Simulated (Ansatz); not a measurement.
**Generalised stacking fault on (111) (glide set) of a Ge-Sn solid solution (48 atoms): support functions against a reference**

Wanted: errors and times of a linear-scaling basis for generalised stacking fault on (111) (glide set) of a Ge-Sn solid solution (48 atoms). A setting counts as converged where the r.m.s. difference of forces stays under 1 % of the r.m.s. force.

Program: Ansatz 0.2.0. Level of theory: Kohn-Sham DFT, PBE, PAW (set soft_2), plane waves. Results are calculated unless marked as measured.

**1. The structure**

The cell holds 48 atoms: 34 Ge and 14 Sn. Its edges and angles: a = 8.334 Å, b = 7.218 Å, c = 20.867 Å, α = 90.0°, β = 79.5°, γ = 90.0°. It derives from Ge and Sn. Diamond-structure Ge lattice (a = 5.8932 Å, the value set for the mixture), cell with z along [111], 2 x 1 x 2 periods; the third cell vector is tilted by 0.917 of 1/2[1-10] and lengthened by 0.1 Å, so the cell holds one fault (glide set); displaced by a Gaussian of 0.01 Å; 14 of 48 Ge sites given to Sn at random (lattice constant by Vegard's rule between Ge and Sn).

Limits known from the start: The host structure and its lattice constant were typed by rule, without a check against the phase diagram.

**2. Plane-wave single point**

The first run fixes the reference, at a cutoff of 420 eV.

Contents of input.yaml:

```yaml
crystal:
  lattice:
    - [8.33424, 0.0, 0.0]
    - [0.0, 7.21767, 0.0]
    - [3.81983, 0.0, 20.51464]
  atoms:
    - { symbol: Ge, position: [0.74269, 0.50103, 0.02077] }
    - { symbol: Sn, position: [0.68231, 0.4986, 0.14553] }
    - { symbol: Sn, position: [0.6663, 0.83367, 0.1874] }
    - { symbol: Ge, position: [0.60777, 0.83482, 0.31122] }
    - { symbol: Sn, position: [0.24264, 0.50103, 0.01994] }
    - { symbol: Ge, position: [0.18487, 0.49779, 0.14474] }
    - { symbol: Ge, position: [0.16275, 0.83304, 0.18564] }
    - { symbol: Ge, position: [0.10664, 0.83305, 0.31065] }
    - { symbol: Ge, position: [0.49153, 0.99911, 0.02025] }
    - { symbol: Ge, position: [0.43406, 0.00075, 0.14518] }
    - { symbol: Sn, position: [0.41231, 0.33213, 0.1864] }
    - { symbol: Ge, position: [0.35657, 0.33385, 0.31087] }
    - { symbol: Sn, position: [0.33577, 0.6677, 0.35283] }
    - { symbol: Sn, position: [0.27975, 0.66689, 0.477] }
    - { symbol: Ge, position: [0.58812, 0.16778, 0.35196] }
    - { symbol: Ge, position: [0.53057, 0.16841, 0.47635] }
    - { symbol: Ge, position: [0.51164, 0.50112, 0.51825] }
    - { symbol: Ge, position: [0.45644, 0.49768, 0.6422] }
    - { symbol: Ge, position: [0.43443, 0.83282, 0.6847] }
    - { symbol: Ge, position: [0.37881, 0.83268, 0.80758] }
    - { symbol: Ge, position: [0.99054, 0.9994, 0.02117] }
    - { symbol: Sn, position: [0.93459, 0.998, 0.14516] }
    - { symbol: Ge, position: [0.91272, 0.33286, 0.18689] }
    - { symbol: Ge, position: [0.85708, 0.33302, 0.31095] }
    - { symbol: Ge, position: [0.83933, 0.66652, 0.35154] }
    - { symbol: Ge, position: [0.78114, 0.66918, 0.47727] }
    - { symbol: Sn, position: [0.08855, 0.16598, 0.35245] }
    - { symbol: Ge, position: [0.03149, 0.16681, 0.47619] }
    - { symbol: Ge, position: [0.01292, 0.50097, 0.51887] }
    - { symbol: Ge, position: [0.95609, 0.49984, 0.64216] }
    - { symbol: Ge, position: [0.93629, 0.83519, 0.68362] }
    - { symbol: Ge, position: [0.87744, 0.83298, 0.80869] }
    - { symbol: Ge, position: [0.26302, 0.00089, 0.51829] }
    - { symbol: Ge, position: [0.20771, 0.0002, 0.64123] }
    - { symbol: Ge, position: [0.18725, 0.33363, 0.6841] }
    - { symbol: Ge, position: [0.12895, 0.33514, 0.80907] }
    - { symbol: Ge, position: [0.10968, 0.6653, 0.85071] }
    - { symbol: Ge, position: [0.05129, 0.66656, 0.97492] }
    - { symbol: Sn, position: [0.35986, 0.16605, 0.8504] }
    - { symbol: Sn, position: [0.30396, 0.16723, 0.97492] }
    - { symbol: Sn, position: [0.76222, 0.99876, 0.51824] }
    - { symbol: Sn, position: [0.7074, 0.99976, 0.64201] }
    - { symbol: Sn, position: [0.68599, 0.3331, 0.68388] }
    - { symbol: Ge, position: [0.62921, 0.33313, 0.80772] }
    - { symbol: Sn, position: [0.61108, 0.66667, 0.84966] }
    - { symbol: Ge, position: [0.55068, 0.66691, 0.97539] }
    - { symbol: Ge, position: [0.85898, 0.16733, 0.85016] }
    - { symbol: Ge, position: [0.80524, 0.16854, 0.9739] }
kpoints:
  mp_grid: { grid: [2, 2, 1] }
hamiltonian:
  xc: pbe
scf:
  occupations: { method: gaussian, width: 0.05 }
output:
  forces: true
  stress: true
  populations: true
  dos:
    method: { smearing: { sigma: 0.1 } }
    de: 0.1
    projected: { site_lists: { Ge: [Ge], Sn: [Sn] } }
  eigenvalues: true
  write_density: true
  write_potential: true
  volumetric_format: npy
```

Started as:

```console
$ ansatz run input.yaml --threads 4 --pin off --max-ram 8192MiB --backend cpu --events-out ev --progress --plain --runs-dir out
```

Numbers of over 12 decimals in the logs are rounded to 6 here.

The program printed:

```text
Engine: ansatz 0.2.0, aarch64-unknown-linux-gnu
Pseudopotentials: kind: paw
Pseudopotential: Ge, paw, valence charge 14, recommended cutoff 420 eV (normal), Ge.paw.azcp
Pseudopotential: Sn, paw, valence charge 14, recommended cutoff 420 eV (normal), Sn.paw.azcp
[... 5 lines on functional and potentials left out ...]
Crystal: 48 atoms, lattice volume = 1234.033 Å³
Basis set: ecut = 420 eV, 24073 PW (Γ), exchange–correlation on 120×100×288 points (8 copies of the dense FFT grid, shifted against one another)
Bands: 404, of which v1, the nominal top of the filled ones, is band 336 counted from 1 (335 counted from 0)
Symmetry: 1 space group operations
Space group: P1 (ITA 1), of the structure as read, at distance tolerance 1.1e-4 Å
k-points: 4
[... 5 lines on functional and potentials left out ...]
Initial density: superposition of atomic densities (neutral atoms: chi_scale 0, normalization atom), corrected by the library's trained network
Initial wavefunctions: pseudopotential atomic-orbital guess
Functional: x = pbe(κ = 0.804, μ = 0.219515), c = pbe(β = 0.066725)
SCF iter   1: F=—  HF=-230358.543387 eV  |F-HF|=—  |Δ(HF+E_count)|=         —  Δρ=1.74e-3  dr2=5.60e-2  ethr=1.77e-3  ⟨swp⟩=6.0  Hψ=6847  notcnv=0  defer=64
preconditioner: auto → LDOS  [insulator: Δε(μ)=0.058 eV  Ē_g=21.531 eV  σ=0.050 eV  W_gap=0.58  n_scr=310 (ndim 8)  ℏωp=27.4 eV  f_vac=0.076  D(μ)=10.22/eV (n_scr^D=36)  ε∞_Penn≈2.6  β→1.0]
SCF iter   2: F=—  HF=-230358.547889 eV  |F-HF|=—  |Δ(HF+E_count)|=   4.50e-3  Δρ=9.34e-4  dr2=3.64e-2  ethr=8.33e-6  ⟨swp⟩=2.0  Hψ=3237  notcnv=0  defer=239
SCF iter   3: F=—  HF=-230358.540046 eV  |F-HF|=—  |Δ(HF+E_count)|=   7.84e-3  Δρ=3.61e-4  dr2=6.59e-3  ethr=5.41e-6  ⟨swp⟩=2.0  Hψ=2044  notcnv=0  defer=239
SCF iter   4: F=—  HF=-230358.538743 eV  |F-HF|=—  |Δ(HF+E_count)|=   1.30e-3  Δρ=8.40e-5  dr2=1.96e-4  ethr=9.80e-7  ⟨swp⟩=2.0  Hψ=2042  notcnv=0  defer=239
SCF iter   5: F=—  HF=-230358.538724 eV  |F-HF|=—  |Δ(HF+E_count)|=   1.89e-5  Δρ=2.38e-5  dr2=1.61e-5  ethr=2.92e-8  ⟨swp⟩=2.0  Hψ=2043  notcnv=0  defer=239
SCF iter   6: F=—  HF=-230358.538293 eV  |F-HF|=—  |Δ(HF+E_count)|=   4.31e-4  Δρ=8.15e-6  dr2=1.65e-6  ethr=2.39e-9  ⟨swp⟩=2.0  Hψ=2721  notcnv=0  defer=239
SCF iter   7: F=—  HF=-230358.538294 eV  |F-HF|=—  |Δ(HF+E_count)|=   7.40e-7  Δρ=2.54e-6  dr2=1.46e-7  ethr=2.46e-10  ⟨swp⟩=2.0  Hψ=2043  notcnv=0  defer=239
SCF iter   8: F=-230358.538294 eV  HF=-230358.538294 eV  |F-HF|=9.49e-9  |Δ(HF+E_count)|=   1.46e-7  Δρ=8.11e-7  dr2=2.08e-8  ethr=1.49e-11  ⟨swp⟩=15.2  Hψ=12620  notcnv=0
SCF 1 converged in 8 iterations: F = -230358.538294 eV  dr2 = 2.08e-8
  greatest PAW one-centre occupation: 0.998 electrons in one spin orbital (limit 2), on the Ge atom at site 8 (counted from 0), in its partial waves of l = 2
SCF converged after 8 iterations
Free energy (F): -230358.538294 eV
Harris-Foulkes:  -230358.538294 eV  (|F-HF|=9.49e-9)
Internal energy: -230358.524687 eV  (E = F + TS)
E sigma→0 (E₀):  -230358.531491 eV
Entropy (-TS):   -0.013607 eV (-0.283 meV/atom)
Fermi energy:    8.440928 eV
--- Per-component energies (eV) ---
  E_band       = -6775.358848
  E_kinetic    = 6431.772969
  E_local      = -100816.587414  (includes V_loc(G=0)·N_el)
  E_nonlocal   = 13768.863327
  E_hartree    = 46508.290772
  E_xc         = -7923.090691
  E_vxc        = -3541.211631  (∫ρ·V_xc dr)
  E_paw        = -126599.384913  (= ΣΔE_a)
  E_vpaw       = -15634.789548  (= ΣTr[D̂ρ^β])
  E_aug_tail   = 0.010613  (compensation charges beyond the density's cutoff)
  E_ewald      = -61728.399349
  E_smearing   = -0.013607  (= −TS)
  E_closure    = 0.000000  (closes the sum)
  Σ components = -230358.538294   (vs F -230358.538294, Δ=0.00e0)
--- Forces (eV/Å), atoms counted from 1 ---
  atom   1  Ge     2.07411303    -0.67867254    -0.87819700
  atom   2  Sn     1.35837379    -0.65449773    -1.19376548
  atom   3  Sn    -1.66387467     0.67469441     1.00024204
  atom   4  Ge     0.80848505     0.46078177     0.90462764
  atom   5  Sn     3.05521041     0.14202031     1.30975694
  atom   6  Ge    -1.21975506     0.73878999     0.68881698
  atom   7  Ge     1.31277017    -0.73906146     0.53042205
  atom   8  Ge    -1.00212547    -0.53962263    -0.96967994
  atom   9  Ge     4.07617758    -2.08412339     1.55320461
  atom  10  Ge    -0.92089192    -0.83637435    -0.88481107
  atom  11  Sn    -1.27943808    -0.81342541     0.69344591
  atom  12  Ge     0.99280054    -0.56804795     0.33132643
  atom  13  Sn     0.26301571    -0.01240693    -1.79427780
  atom  14  Sn     0.11259924     0.04907240     1.71620966
[...]
atom  47  Ge     0.03318215     0.01771536    -0.05739949
  atom  48  Ge    -2.17511515     0.68950332    -0.29082098
  max |Σ_I F_I| component: 2.08e-5 eV/Å
--- Stress (GPa, compression-positive) ---
        6.824147      -1.172528       1.347744
       -1.172529       4.984890      -0.606526
        1.347744      -0.606526       5.699370
  P = ⅓ Tr σ = 5.8361 GPa (58.361 kbar)
--- Band table (eV) ---
  k-point 0: bands = ["-16.4838", "-16.4670", "-16.4326", "-16.4317", [... 388 levels ...], "12.6463", "12.8473", "12.9670", "13.0300", "13.0895", "13.0972", "13.1411", "13.1736", "13.2083", "13.2225", "13.2708", "13.3462"]
[...]
--- Löwdin populations: 48 sites ---
  site symbol       q [e]
     0     Ge     14.0467
     1     Sn     13.8316
     2     Sn     13.8195
[...]
47     Ge     13.9802
  spilling = 0.001647 (of n_electrons = 672.000000)
```

Wall time 1.7 min (4 threads of Arm Neoverse V2, shared host); peak memory 5.4 GiB.

In the SCF lines HF is the Harris–Foulkes energy and dr2 the Hartree energy of the density residual, in eV; the loop may stop once dr2 is under the threshold and the program's other checks hold. Hψ counts applications of the Hamiltonian.

The program notes that it cut back its work space to fit the memory limit.

Read from the output:

| Quantity | Value |
| --- | --- |
| free energy | -230358.5383 eV |
| free energy per atom | -4799.1362 eV/atom |
| SCF cycles | 8 |
| pressure | 5.836 GPa |
| r.m.s. force component | 1.059 eV/Å |
| longest force | 4.834 eV/Å |
| Fermi energy | 8.441 eV |
| levels partly filled by over 2 per cent | 3 |
| spilling of the projection | 0.001647 |

The r.m.s. force component of 1.1 eV/Å sets the scale for the differences below.

**3. Support functions medium**

The cell is solved in localised support functions. The level medium gives here a grid of 48×36×96 points and a radius of 4.41 Å.

This step: Kohn-Sham DFT, PBE, PAW (set soft_2), localised support functions (medium) (Ansatz 0.2.0).

input.yaml, the sections that differ from step 2:

```yaml
scf:
  occupations: { method: gaussian, width: 0.05 }
  eigensolver: { kind: { support_functions: { accuracy: medium } } }
  mixing: { beta: 0.4 }
  max_iter: 150
output:
  forces: true
# crystal, kpoints, hamiltonian: as in step 2
```

The program printed:

```text
Warning: scf.eigensolver.kind.support_functions: disabling space-group detection — the functions' gradient is summed over unrotated k-points, so no spatial operation reduces the k-mesh or symmetrises the density; time reversal is kept, so that k and −k are solved as one point where they differ and the mesh holds both, and exact exchange and, on two spinor components, a DFT+U term hold to it where the run has them: [...]
settings of this run that can trade accuracy for cost: scf.eigensolver.kind.support_functions [...]
[...]
Crystal: 48 atoms, lattice volume = 1234.033 Å³
Basis set: ecut = 420 eV, 24073 PW (Γ), exchange–correlation on 120×100×288 points (8 copies of the dense FFT grid, shifted against one another)
Bands: 404, of which v1, the nominal top of the filled ones, is band 336 counted from 1 (335 counted from 0)
Symmetry: 1 space group operations
k-points: 4
[...]
Eigensolver: Support functions (medium, 48×36×96 points, laid for a spacing of at most 0.228497 Å, radius 4.405853 Å, 2 species' potentials softened for the grid, 2 wholly corrected for its errors in the mean over positions, 2 with the egg-box correction, energy correction by stochastic trace)
[...]
SCF iter   1: F=—  HF=-230330.527262 eV  |F-HF|=—  |Δ(HF+E_count)|=         —  Δρ=2.87e-2  dr2=7.95e0  ethr=1.00e-1
[...]
SCF iter  11: F=—  HF=-230358.585638 eV  |F-HF|=—  |Δ(HF+E_count)|=   1.25e-3  Δρ=2.06e-5  dr2=3.96e-6  ethr=2.16e-9  κ⁻¹=2.0e-6(r=7)
SCF iter  12: F=-230358.586635 eV  HF=-230358.586636 eV  |F-HF|=3.36e-7  |Δ(HF+E_count)|=   9.98e-4  Δρ=1.03e-5  dr2=8.01e-7  ethr=5.89e-10
SCF 1 converged in 12 iterations: F = -230358.603553 eV  dr2 = 8.01e-7
[...]
SCF converged after 12 iterations
Stability not checked: this state was not tested for a lower state beside it, because the mixer in use, unlike msr1, does not test its closes by its own steps (another_mixer; see scf.mixing.algorithm and scf.lower_state_search)
Free energy (F): -230358.603553 eV
[...]
Internal energy: -230358.589996 eV  (E = F + TS)
E sigma→0 (E₀):  -230358.596774 eV
Entropy (-TS):   -0.013557 eV (-0.282 meV/atom)
Fermi energy:    8.440940 eV
[...]
Σ components = -230358.603553   (vs F -230358.603553, Δ=0.00e0)
--- Forces (eV/Å), atoms counted from 1 ---
  atom   1  Ge     2.07422115    -0.67868735    -0.87777124
  atom   2  Sn     1.35883279    -0.65448153    -1.19433164
  atom   3  Sn    -1.66447726     0.67457412     1.00101452
  atom   4  Ge     0.80833871     0.46037291     0.90392343
[...]
atom  48  Ge    -2.17522359     0.68942675    -0.29099744
  max |Σ_I F_I| component: 3.53e-3 eV/Å
--- Band table (eV) ---
[...]
guard bands above this table: 59 of the run's 404 bands (output.publish_guard_bands: true publishes all)
[...]
```

The job ended after 2.5 min (4 threads; peak memory 3.4 GiB; 9.5 min of CPU time).

The program notes that the band table was not solved further than the SCF left it and it switched symmetry off.

Keys that differ from the reference: support_functions.accuracy = "medium", scf.max_iter = 150 and scf.mixing.beta = 0.4.

Forces differ from the reference by 0.42 meV/Å r.m.s., 0.039 % of their size, well within a tolerance of 1 %; the energy by -1.4 meV/atom. It took 2.5 min and 12 cycles; the reference's time can't be set against it, since the two runs asked for unlike analyses. The two runs also began from different starting densities, which bears on cycles and time.

**4. Support functions low**

The level low is asked for. Here it resolves to the same grid and radius as in the run with support functions medium, so the basis is not new.

This step: Kohn-Sham DFT, PBE, PAW (set soft_2), localised support functions (low) (Ansatz 0.2.0).

input.yaml, the sections that differ from step 3:

```yaml
scf:
  occupations: { method: gaussian, width: 0.05 }
  eigensolver: { kind: { support_functions: { accuracy: low } } }
  mixing: { beta: 0.4 }
  max_iter: 150
# crystal, kpoints, hamiltonian, output: as in step 3
```

The program printed:

```text
[...]
Crystal: 48 atoms, lattice volume = 1234.033 Å³
Basis set: ecut = 420 eV, 24073 PW (Γ), exchange–correlation on 120×100×288 points (8 copies of the dense FFT grid, shifted against one another)
Bands: 404, of which v1, the nominal top of the filled ones, is band 336 counted from 1 (335 counted from 0)
Symmetry: 1 space group operations
k-points: 4
[...]
Eigensolver: Support functions (low, 48×36×96 points, laid for a spacing of at most 0.228497 Å, radius 4.405853 Å, 2 species' potentials softened for the grid, 2 wholly corrected for its errors in the mean over positions, 2 with the egg-box correction, energy correction by stochastic trace)
[...]
SCF iter   1: F=—  HF=-230330.527262 eV  |F-HF|=—  |Δ(HF+E_count)|=         —  Δρ=2.87e-2  dr2=7.95e0  ethr=1.00e-1
[...]
SCF iter  10: F=—  HF=-230358.584391 eV  |F-HF|=—  |Δ(HF+E_count)|=   1.72e-3  Δρ=3.56e-5  dr2=1.45e-5  ethr=1.14e-8  κ⁻¹=4.4e-7(r=7)
SCF iter  11: F=-230358.585647 eV  HF=-230358.585638 eV  |F-HF|=8.82e-6  |Δ(HF+E_count)|=   1.25e-3  Δρ=2.06e-5  dr2=3.96e-6  ethr=2.16e-9
SCF 1 converged in 11 iterations: F = -230358.603519 eV  dr2 = 3.96e-6
[...]
SCF converged after 11 iterations
[...]
Free energy (F): -230358.603519 eV
[...]
Internal energy: -230358.589967 eV  (E = F + TS)
E sigma→0 (E₀):  -230358.596743 eV
Entropy (-TS):   -0.013552 eV (-0.282 meV/atom)
Fermi energy:    8.440878 eV
[...]
Σ components = -230358.603519   (vs F -230358.603519, Δ=0.00e0)
--- Forces (eV/Å), atoms counted from 1 ---
  atom   1  Ge     2.07420959    -0.67855235    -0.87776444
  atom   2  Sn     1.35887784    -0.65453689    -1.19435161
  atom   3  Sn    -1.66456694     0.67464018     1.00105639
  atom   4  Ge     0.80834390     0.46025162     0.90392973
[...]
atom  48  Ge    -2.17515485     0.68928546    -0.29099491
  max |Σ_I F_I| component: 3.35e-3 eV/Å
--- Band table (eV) ---
[...]
```

It took 2.3 min on 4 threads; peak memory 3.4 GiB; 8.6 min of CPU time.

Keys that differ from the reference: support_functions.accuracy = "low", scf.max_iter = 150 and scf.mixing.beta = 0.4.

Forces differ from the reference by 0.43 meV/Å r.m.s., 0.041 % of their size, well within a tolerance of 1 %; the energy by -1.4 meV/atom. The two runs also began from different starting densities, which bears on cycles and time.

**5. Support functions high**

With localised support functions most steps grow linearly with size, though the diagonalisation grows faster unless the density matrix is cut; this run measures error and cost at this size. The level high gives here a grid of 48×48×120 points and a radius of 5.27 Å.

This step: Kohn-Sham DFT, PBE, PAW (set soft_2), localised support functions (high) (Ansatz 0.2.0).

input.yaml, the sections that differ from step 4:

```yaml
scf:
  occupations: { method: gaussian, width: 0.05 }
  eigensolver: { kind: { support_functions: { accuracy: high } } }
  mixing: { beta: 0.4 }
  max_iter: 150
# crystal, kpoints, hamiltonian, output: as in step 4
```

The program printed:

```text
[...]
Crystal: 48 atoms, lattice volume = 1234.033 Å³
Basis set: ecut = 420 eV, 24073 PW (Γ), exchange–correlation on 120×120×300 points (8 copies of the dense FFT grid, shifted against one another)
Bands: 404, of which v1, the nominal top of the filled ones, is band 336 counted from 1 (335 counted from 0)
Symmetry: 1 space group operations
k-points: 4
[...]
Eigensolver: Support functions (high, 48×48×120 points, laid for a spacing of at most 0.186952 Å, radius 5.272999 Å, 0 species' potentials softened for the grid, 2 wholly corrected for its errors in the mean over positions, 2 with the egg-box correction, energy correction by stochastic trace)
[...]
SCF iter   1: F=—  HF=-230331.591727 eV  |F-HF|=—  |Δ(HF+E_count)|=         —  Δρ=2.85e-2  dr2=8.00e0  ethr=1.00e-1
[...]
SCF iter  16: F=—  HF=-230358.601670 eV  |F-HF|=—  |Δ(HF+E_count)|=   8.65e-5  Δρ=7.75e-7  dr2=6.58e-9  ethr=3.06e-12  κ⁻¹=2.6e-6(r=7)
SCF iter  17: F=-230358.601743 eV  HF=-230358.601743 eV  |F-HF|=1.75e-9  |Δ(HF+E_count)|=   7.32e-5  Δρ=3.97e-7  dr2=2.57e-9  ethr=1.00e-12
SCF 1 converged in 17 iterations: F = -230358.603480 eV  dr2 = 2.57e-9
[...]
SCF converged after 17 iterations
[...]
Free energy (F): -230358.603480 eV
[...]
Internal energy: -230358.589879 eV  (E = F + TS)
E sigma→0 (E₀):  -230358.596679 eV
Entropy (-TS):   -0.013601 eV (-0.283 meV/atom)
Fermi energy:    8.440623 eV
[...]
Σ components = -230358.603480   (vs F -230358.603480, Δ=0.00e0)
--- Forces (eV/Å), atoms counted from 1 ---
  atom   1  Ge     2.07413840    -0.67869034    -0.87767104
  atom   2  Sn     1.35822239    -0.65436817    -1.19368184
  atom   3  Sn    -1.66366335     0.67453775     1.00014449
  atom   4  Ge     0.80792555     0.46045733     0.90418289
[...]
atom  48  Ge    -2.17517424     0.68951183    -0.29082336
  max |Σ_I F_I| component: 2.94e-4 eV/Å
--- Band table (eV) ---
[...]
```

Wall time 9.2 min (4 threads); peak memory 5.9 GiB.

Keys that differ from the reference: support_functions.accuracy = "high", scf.max_iter = 150 and scf.mixing.beta = 0.4.

Forces differ from the reference by 0.37 meV/Å r.m.s., 0.035 % of their size, well within a tolerance of 1 %; the energy by -1.4 meV/atom. It took 9.2 min and 17 cycles; the reference's time can't be set against it, since the two runs asked for unlike analyses. The two runs also began from different starting densities, which bears on cycles and time.

[end of part 1 of 3]

[Logs are printed without paths, hosts, clocks, repeated set-up lines and the standing remarks that a program may print on its own settings, such as how far it seeks lower states.]

[Hosts, paths, dates, database ids (printed as entryN), source tags and the programs' standing remarks are cut or masked in the printed files.]
